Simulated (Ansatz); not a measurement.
Planning a run of Ansatz 0.2.0 on WS2 (Tungstenite). The input:

```yaml
crystal:
  lattice:
    - [3.18, 0.0, 0.0]
    - [-1.59, 2.753960784, 0.0]
    - [0.0, 0.0, 12.5]
  atoms:
    - { symbol: W, position: [0.3333333333, 0.6666666667, 0.25] }
    - { symbol: W, position: [0.6666666667, 0.3333333333, 0.75] }
    - { symbol: S, position: [0.3333333333, 0.6666666667, 0.625] }
    - { symbol: S, position: [0.6666666667, 0.3333333333, 0.125] }
    - { symbol: S, position: [0.3333333333, 0.6666666667, 0.875] }
    - { symbol: S, position: [0.6666666667, 0.3333333333, 0.375] }
kpoints:
  mp_grid: { grid: [12, 12, 4] }
hamiltonian:
  xc: pbe
scf:
  occupations: { method: fixed }
  n_extra_bands: 75
output:
  optics: { e_range: [0, 30], de: 0.1, sigma: 0.2 }
```

The database entry behind the starting cell differs from later determinations by our own check (an axis about 1.4 % long against later determinations), so it need not match the best structure at ambient conditions.

```sh
ansatz run input.yaml --threads 2 --pin off --max-ram 92160MiB --backend cuda --events-out ev --progress --plain --runs-dir out --devices 1 --max-vram 13GiB  # rebuilt from the run's record
```

**Question.** Estimate wall time and host memory on 1 × NVIDIA H100 80GB HBM3 (shared by 6 runs) with 2 threads of AMD EPYC 7R13 (Zen 3), shared host.

It took 38 s; on shared hardware allow 19 s to 76 s. Peak host memory was 2.3 GiB.

[Paths, hosts, dates, memory and timing lines, banners, echoed tables and standing remarks are left out of the program output.]

[Logs are printed without paths, hosts, clocks, repeated set-up lines and the standing remarks that a program may print on its own settings, such as how far it seeks lower states.]

[Runs of the session that timed out or met a known fault of the program may be left out.]

[Cells called generated may have been cut or substituted from an entry of the Crystallography Open Database or the Materials Project.]

[Hosts, paths, dates, database ids (printed as entryN), source tags and the programs' standing remarks are cut or masked in the printed files.]
